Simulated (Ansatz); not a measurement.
**Structural relaxation of glassy 59P2O5-36K2O-5BeO (mol %) (117 atoms)**

Aim: bring glassy 59P2O5-36K2O-5BeO (mol %) (117 atoms) to a nearby minimum of the energy and see what moves.

Method: Kohn-Sham DFT, revPBE, PAW (set soft_2), plane waves, in Ansatz 0.2.0.

**1. The structure**

The cell holds 117 atoms: 26 P, 16 K, 1 Be and 74 O. Cell: a = 12.116 Å, b = 12.116 Å, c = 12.116 Å, α = 90.0°, β = 90.0°, γ = 90.0°. 117 atoms (26 P, 16 K, 1 Be, 74 O) placed at random at 2.47 g/cm³, melted at 4000 K for 10 ps at fixed volume with the Morse and Coulomb pair potential with partial charges (Pedone, Malavasi, Menziani, Cormack and Segre, J. Phys. Chem. B 110, 11780 (2006)). Quenched from 4000 K to 300 K at 50 K/ps and fixed volume, held 10 ps at zero pressure.

What the set-up can't give: The quench rate of 50 K/ps is many orders above laboratory rates, so the cell is likely richer in defects and strain than a real sample. The starting topology of bonds comes from the classical model. Only the Γ point is sampled, in a cell whose shortest periodic width is 12 Å.

**2. Single point at the start**

The forces at the start show how far the geometry lies from a minimum of this functional.

Input file input.yaml:

```yaml
crystal:
  lattice:
    - [12.11633, 0.0, 0.0]
    - [0.0, 12.11633, 0.0]
    - [0.0, 0.0, 12.11633]
  atoms:
    - { symbol: P, position: [0.7207, 0.07481, 0.20544] }
    - { symbol: P, position: [0.18549, 0.46479, 0.41342] }
    - { symbol: P, position: [0.46945, 0.54805, 0.74628] }
    - { symbol: P, position: [0.30246, 0.81794, 0.20116] }
    - { symbol: P, position: [0.30711, 0.2937, 0.5613] }
    - { symbol: P, position: [0.87696, 0.64749, 0.20572] }
    - { symbol: P, position: [0.98997, 0.67658, 0.97393] }
    - { symbol: P, position: [0.93254, 0.22304, 0.65636] }
    - { symbol: P, position: [0.70022, 0.7146, 0.41384] }
    - { symbol: P, position: [0.93469, 0.2068, 0.20702] }
    - { symbol: P, position: [0.73166, 0.45698, 0.11564] }
    - { symbol: P, position: [0.38547, 0.01781, 0.06724] }
    - { symbol: P, position: [0.22166, 0.01203, 0.86978] }
    - { symbol: P, position: [0.99919, 0.9352, 0.96813] }
    - { symbol: P, position: [0.37513, 0.22101, 0.21652] }
    - { symbol: P, position: [0.05928, 0.37688, 0.81346] }
    - { symbol: P, position: [0.9819, 0.83344, 0.33548] }
    - { symbol: P, position: [0.22561, 0.4134, 0.16821] }
    - { symbol: P, position: [0.65316, 0.97071, 0.42586] }
    - { symbol: P, position: [0.93751, 0.42669, 0.34191] }
    - { symbol: P, position: [0.11163, 0.03867, 0.27917] }
    - { symbol: P, position: [0.82563, 0.05094, 0.8121] }
    - { symbol: P, position: [0.31032, 0.36054, 0.81108] }
    - { symbol: P, position: [0.20834, 0.0561, 0.51144] }
    - { symbol: P, position: [0.4414, 0.97038, 0.56499] }
    - { symbol: P, position: [0.72094, 0.84024, 0.09741] }
    - { symbol: K, position: [0.77635, 0.45583, 0.82923] }
    - { symbol: K, position: [0.58754, 0.39877, 0.37595] }
    - { symbol: K, position: [0.51987, 0.55374, 0.22484] }
    - { symbol: K, position: [0.40382, 0.6718, 0.44341] }
    - { symbol: K, position: [0.56219, 0.27533, 0.00449] }
    - { symbol: K, position: [0.29379, 0.68551, 0.9652] }
    - { symbol: K, position: [0.53911, 0.13864, 0.8467] }
    - { symbol: K, position: [0.21064, 0.78441, 0.53595] }
    - { symbol: K, position: [0.51574, 0.66599, 0.01936] }
    - { symbol: K, position: [0.5296, 0.87917, 0.83116] }
    - { symbol: K, position: [0.96937, 0.5938, 0.5714] }
    - { symbol: K, position: [0.62838, 0.23934, 0.63729] }
    - { symbol: K, position: [0.74823, 0.74324, 0.76077] }
    - { symbol: K, position: [0.89567, 0.91202, 0.5878] }
    - { symbol: K, position: [0.25503, 0.70915, 0.72911] }
    - { symbol: K, position: [0.76152, 0.50082, 0.61459] }
    - { symbol: Be, position: [0.92397, 0.33011, 0.01381] }
    - { symbol: O, position: [0.85709, 0.43146, 0.43449] }
    - { symbol: O, position: [0.27931, 0.84502, 0.31972] }
    - { symbol: O, position: [0.01794, 0.27717, 0.73503] }
    - { symbol: O, position: [0.91794, 0.99177, 0.88595] }
    - { symbol: O, position: [0.37293, 0.71189, 0.18698] }
    - { symbol: O, position: [0.96449, 0.73288, 0.26042] }
    - { symbol: O, position: [0.78249, 0.67973, 0.31789] }
    - { symbol: O, position: [0.8104, 0.76078, 0.13852] }
    - { symbol: O, position: [0.46697, 0.65323, 0.80728] }
    - { symbol: O, position: [0.00095, 0.80789, 0.97009] }
    - { symbol: O, position: [0.11146, 0.97172, 0.91815] }
    - { symbol: O, position: [0.04277, 0.47297, 0.73707] }
    - { symbol: O, position: [0.41806, 0.56146, 0.63355] }
    - { symbol: O, position: [0.39035, 0.12532, 0.13478] }
    - { symbol: O, position: [0.89855, 0.64834, 0.89466] }
    - { symbol: O, position: [0.97431, 0.97881, 0.08236] }
    - { symbol: O, position: [0.92515, 0.5339, 0.27305] }
    - { symbol: O, position: [0.94032, 0.2287, 0.08761] }
    - { symbol: O, position: [0.53187, 0.9855, 0.47158] }
    - { symbol: O, position: [0.10439, 0.64242, 0.92758] }
    - { symbol: O, position: [0.61508, 0.80465, 0.14831] }
    - { symbol: O, position: [0.78286, 0.56865, 0.14377] }
    - { symbol: O, position: [0.49246, 0.99841, 0.01007] }
    - { symbol: O, position: [0.2717, 0.91303, 0.80654] }
    - { symbol: O, position: [0.20589, 0.11508, 0.80446] }
    - { symbol: O, position: [0.29053, 0.48761, 0.09579] }
    - { symbol: O, position: [0.22988, 0.44895, 0.29608] }
    - { symbol: O, position: [0.99087, 0.36164, 0.91159] }
    - { symbol: O, position: [0.44734, 0.85181, 0.59675] }
    - { symbol: O, position: [0.66809, 0.03025, 0.31413] }
    - { symbol: O, position: [0.7236, 0.83797, 0.97488] }
    - { symbol: O, position: [0.32374, 0.99793, 0.5186] }
    - { symbol: O, position: [0.46652, 0.29828, 0.233] }
    - { symbol: O, position: [0.12926, 0.99657, 0.58377] }
    - { symbol: O, position: [0.10765, 0.40112, 0.14086] }
    [... 33 atom lines left out ...]
    - { symbol: O, position: [0.57445, 0.4897, 0.74611] }
    - { symbol: O, position: [0.75821, 0.70375, 0.52241] }
    - { symbol: O, position: [0.62908, 0.4764, 0.05202] }
    - { symbol: O, position: [0.93139, 0.31627, 0.27733] }
    - { symbol: O, position: [0.76793, 0.96082, 0.7471] }
    - { symbol: O, position: [0.2029, 0.8045, 0.13013] }
kpoints:
  mp_grid: { grid: [1, 1, 1] }
hamiltonian:
  xc: revpbe
scf:
  occupations: { method: fermi_dirac, width: 0.05 }
output:
  forces: true
  stress: true
  populations: intrinsic
  dos:
    method: { smearing: { sigma: 0.15 } }
    de: 0.1
    projected: { site_lists: { Be: [Be], K: [K], O: [O], P: [P] } }
  eigenvalues: true
```

The run is started by

```
$ ansatz run input.yaml --threads 4 --pin off --max-ram 8192MiB --backend cpu --events-out ev --progress --plain --runs-dir out
```

Numbers of over 12 decimals in the logs are rounded to 6 here.

The log of the run:

```text
Engine: ansatz 0.2.0, aarch64-unknown-linux-gnu
Pseudopotentials: kind: paw
Pseudopotential: P, paw, valence charge 5, recommended cutoff 420 eV (normal), P.paw.azcp
Pseudopotential: K, paw, valence charge 9, recommended cutoff 420 eV (normal), K.paw.azcp
Pseudopotential: Be, paw, valence charge 2, recommended cutoff 420 eV (normal), Be.paw.azcp
Pseudopotential: O, paw, valence charge 6, recommended cutoff 420 eV (normal), O.paw.azcp
Functional definition: revPBE
  parameter kappa = 1.245
  parameter beta = 0.066725
  exchange = pbe_x(kappa = kappa, mu = beta*pi^2/3)
  correlation = pbe_c(beta = beta)
Crystal: 117 atoms, lattice volume = 1778.743 Å³
Basis set: ecut = 420 eV, 34697 PW (Γ), exchange–correlation on 162×162×162 points (8 copies of the dense FFT grid, shifted against one another)
Bands: 477, of which v1, the nominal top of the filled ones, is band 360 counted from 1 (359 counted from 0)
Symmetry: 1 space group operations
Space group: P1 (ITA 1), of the structure as read, at distance tolerance 1.2e-4 Å
k-points: 1
Non-local potential: P, projectors of the file, l = 0: 2, l = 1: 2, l = 2: 2
Non-local potential: K, projectors of the file, l = 0: 3, l = 1: 2, l = 2: 2
Non-local potential: Be, projectors of the file, l = 0: 2, l = 1: 2, l = 2: 1
Non-local potential: O, projectors of the file, l = 0: 2, l = 1: 2, l = 2: 1
PAW form: soft (Blöchl's): semilocal exchange-correlation on the pseudo side does not see the compensation charge
PAW frozen core: P, regenerated for the run's functional, and the local potential with it (the file was generated under x = pbe(κ = 0.804, μ = 0.219515), c = pbe(β = 0.066725))
PAW frozen core: K, regenerated for the run's functional, and the local potential with it (the file was generated under x = pbe(κ = 0.804, μ = 0.219515), c = pbe(β = 0.066725))
PAW frozen core: Be, regenerated for the run's functional, and the local potential with it (the file was generated under x = pbe(κ = 0.804, μ = 0.219515), c = pbe(β = 0.066725))
PAW frozen core: O, regenerated for the run's functional, and the local potential with it (the file was generated under x = pbe(κ = 0.804, μ = 0.219515), c = pbe(β = 0.066725))
PAW one-centre angular grid: P, 110 points (default); XC on 64 Gauss nodes
PAW one-centre angular grid: K, 110 points (default); XC on 64 Gauss nodes
PAW one-centre angular grid: Be, 110 points (default); XC on 64 Gauss nodes
PAW one-centre angular grid: O, 110 points (default); XC on 64 Gauss nodes
Initial density: superposition of atomic densities (neutral atoms: chi_scale 0, normalization atom), corrected by the library's trained network
Initial wavefunctions: pseudopotential atomic-orbital guess
Functional: x = revpbe(κ = 1.245, μ = 0.219515), c = pbe(β = 0.066725)
SCF iter   1: F=—  HF=-86578.188680 eV  |F-HF|=—  |Δ(HF+E_count)|=         —  Δρ=6.06e-3  dr2=1.10e0  ethr=1.77e-3  ⟨swp⟩=7.0  Hψ=2470  notcnv=0  defer=104
preconditioner: auto → Resta (q_TF=auto, 2.347 Å⁻¹)  ε∞=3.0  [insulator: Δε(μ)=2.427 eV  Ē_g=16.213 eV  σ=0.050 eV  W_gap=1.00  n_scr=388 (ndim 8)  ℏωp=23.1 eV  f_vac=0.179  D(μ)=0.00/eV (n_scr^D=0)  ε∞_Penn≈3.0]
SCF iter   2: F=—  HF=-86577.929923 eV  |F-HF|=—  |Δ(HF+E_count)|=   2.59e-1  Δρ=3.08e-3  dr2=2.41e-1  ethr=1.52e-4  ⟨swp⟩=3.0  Hψ=865  notcnv=0  defer=107
SCF iter   3: F=—  HF=-86577.876869 eV  |F-HF|=—  |Δ(HF+E_count)|=   5.31e-2  Δρ=1.33e-3  dr2=7.52e-2  ethr=3.35e-5  ⟨swp⟩=2.0  Hψ=840  notcnv=0  defer=107
SCF iter   4: F=—  HF=-86577.855656 eV  |F-HF|=—  |Δ(HF+E_count)|=   2.12e-2  Δρ=6.33e-4  dr2=7.96e-3  ethr=1.04e-5  ⟨swp⟩=3.0  Hψ=680  notcnv=0  defer=107
SCF iter   5: F=—  HF=-86577.855199 eV  |F-HF|=—  |Δ(HF+E_count)|=   4.58e-4  Δρ=3.21e-4  dr2=1.68e-3  ethr=1.10e-6  ⟨swp⟩=3.0  Hψ=949  notcnv=0  defer=107
SCF iter   6: F=—  HF=-86577.855256 eV  |F-HF|=—  |Δ(HF+E_count)|=   5.70e-5  Δρ=1.06e-4  dr2=1.58e-4  ethr=2.33e-7  ⟨swp⟩=2.0  Hψ=687  notcnv=0  defer=107
SCF iter   7: F=—  HF=-86577.855321 eV  |F-HF|=—  |Δ(HF+E_count)|=   6.57e-5  Δρ=4.05e-5  dr2=2.57e-5  ethr=2.19e-8  ⟨swp⟩=3.0  Hψ=837  notcnv=0  defer=107
SCF iter   8: F=—  HF=-86577.860210 eV  |F-HF|=—  |Δ(HF+E_count)|=   4.89e-3  Δρ=1.49e-5  dr2=3.22e-6  ethr=3.57e-9  ⟨swp⟩=3.0  Hψ=750  notcnv=0  defer=107
SCF iter   9: F=—  HF=-86577.860214 eV  |F-HF|=—  |Δ(HF+E_count)|=   3.24e-6  Δρ=5.56e-6  dr2=4.50e-7  ethr=4.47e-10  ⟨swp⟩=3.0  Hψ=810  notcnv=0  defer=107
SCF iter  10: F=—  HF=-86577.860214 eV  |F-HF|=—  |Δ(HF+E_count)|=   3.60e-7  Δρ=3.09e-6  dr2=1.41e-7  ethr=1.39e-11  ⟨swp⟩=24.0  Hψ=4141  notcnv=0
SCF iter  11: F=-86577.860214 eV  HF=-86577.860214 eV  |F-HF|=1.63e-8  |Δ(HF+E_count)|=   2.88e-8  Δρ=8.16e-7  dr2=1.02e-8  ethr=1.39e-11  ⟨swp⟩=5.0  Hψ=1469  notcnv=0
SCF 1 converged in 11 iterations: F = -86577.860214 eV  dr2 = 1.02e-8
  greatest PAW one-centre occupation: 0.988 electrons in one spin orbital (limit 2), on the K atom at site 33 (counted from 0), in its partial waves of l = 0
SCF converged after 11 iterations
Free energy (F): -86577.860214 eV
Harris-Foulkes:  -86577.860214 eV  (|F-HF|=1.63e-8)
Internal energy: -86577.860200 eV  (E = F + TS)
E sigma→0 (E₀):  -86577.860207 eV
Entropy (-TS):   -0.000014 eV (-0.000 meV/atom)
Fermi energy:    6.058228 eV
--- Per-component energies (eV) ---
  E_band       = -4433.991816
  E_kinetic    = 19366.049507
  E_local      = -51930.526048  (includes V_loc(G=0)·N_el)
  E_nonlocal   = 4485.980285
  E_hartree    = 19144.727359
  E_xc         = -9357.426275
  E_vxc        = -11326.896514  (∫ρ·V_xc dr)
  E_paw        = -39289.370985  (= ΣΔE_a)
  E_vpaw       = -3318.241080  (= ΣTr[D̂ρ^β])
  E_aug_tail   = 0.185760  (compensation charges beyond the density's cutoff)
  E_ewald      = -28995.142098
  E_core_change = -2.337704  (= ΣΔE_core)
  E_smearing   = -0.000014  (= −TS)
  E_closure    = 0.000000  (closes the sum)
  Σ components = -86577.860214   (vs F -86577.860214, Δ=0.00e0)
--- Forces (eV/Å), atoms counted from 1 ---
  atom   1  P     -3.30906207    -2.59656271    -4.74515825
  atom   2  P     -1.13197997     0.53221759    -2.62580734
  atom   3  P     -2.19009211     0.92042080    -4.10819378
  atom   4  P     -2.07167703    -3.71920467     0.36028112
  atom   5  P      3.37774986    -1.48440887    -2.45386983
  atom   6  P     -3.26624927     3.03720204    -2.19725027
  atom   7  P      1.99742874    -1.27500441    -3.01011522
  atom   8  P     -0.15003980     1.27548144    -0.32409767
  atom   9  P      2.61055674    -0.76819866    -1.67517335
  atom  10  P      0.45016689    -0.50614052    -0.05301476
  atom  11  P      1.53462899    -1.08587900     0.87640970
  atom  12  P      1.02328395    -3.81268464     0.44056635
  atom  13  P      1.72901722    -0.60240270    -4.12141802
  atom  14  P     -0.58287220     1.39343724     5.14795078
[...]
atom 116  O     -0.11393830    -0.20772743     0.26725324
  atom 117  O     -1.30424841     0.16440320    -1.27838077
  max |Σ_I F_I| component: 2.64e-5 eV/Å
--- Stress (GPa, compression-positive) ---
        7.046558       0.538875       0.165456
        0.538876       4.871375      -0.371245
        0.165454      -0.371244       6.680846
  P = ⅓ Tr σ = 6.1996 GPa (61.996 kbar)
--- Band table (eV) ---
  k-point 0: bands = ["-27.1846", "-26.7241", "-26.6841", "-26.5416", [... 461 levels ...], "12.5100", "12.5318", "12.5535", "12.5777", "12.6014", "12.6118", "12.6443", "12.6747", "12.7072", "12.7462", "12.7673", "12.7820"]
--- intrinsic populations: 117 sites ---
  site symbol       q [e]
     0      P      2.7738
     1      P      2.7631
     2      P      2.8530
[...]
116      O      7.0986
  spilling = -0.000000 (of n_electrons = 720.000000)
```

The job ended after 39 s (4 threads of Arm Neoverse V2, shared host; peak memory 2.5 GiB).

Read from the output:

```
free energy                                      : -86577.8602 eV
free energy per atom                             : -739.9817 eV/atom
SCF cycles                                       : 11
pressure                                         : 6.2 GPa
r.m.s. force component                           : 1.586 eV/Å
longest force                                    : 7.308 eV/Å
Fermi energy                                     : 6.058 eV
gap (highest filled to lowest empty level) : 1.212 eV
```

The r.m.s. force component of 1.6 eV/Å and the pressure of 6.2 GPa set the starting point.

Neighbours are counted within 2.11 Å (O-P), 3.48 Å (O-K), 1.98 Å (O-Be).

Length of the force by element and coordination:

```tsv
element	coordination	atoms	mean length of the force (eV/Å)	spread	least	most
Be	all	1	1.46	0	1.46	1.46
K	all	16	1.38	0.64	0.230	2.55
K	4	3	1.53	0.528	0.798	2.02
K	5	3	1.08	0.124	0.939	1.24
K	6	4	1.44	0.734	0.523	2.55
K	7	5	1.51	0.765	0.230	2.41
K	8	1	0.990	0	0.990	0.990
O	all	74	2.01	1.01	0.357	5.08
O	1	6	1.59	0.462	0.824	2.17
O	2	30	2.19	0.923	1.06	4.44
O	3	20	1.72	0.806	0.409	3.20
O	4	13	2.04	1.43	0.357	5.08
O	5	5	2.44	0.867	1.40	3.67
P	all	26	3.90	1.69	0.679	7.31
P	4	25	3.86	1.71	0.679	7.31
P	6	1	4.97	0	4.97	4.97
```

(Continued in part 2 of 3.)

[Logs are printed without paths, hosts, clocks, repeated set-up lines and the standing remarks that a program may print on its own settings, such as how far it seeks lower states.]

[Hosts, paths, dates, database ids (printed as entryN), source tags and the programs' standing remarks are cut or masked in the printed files.]
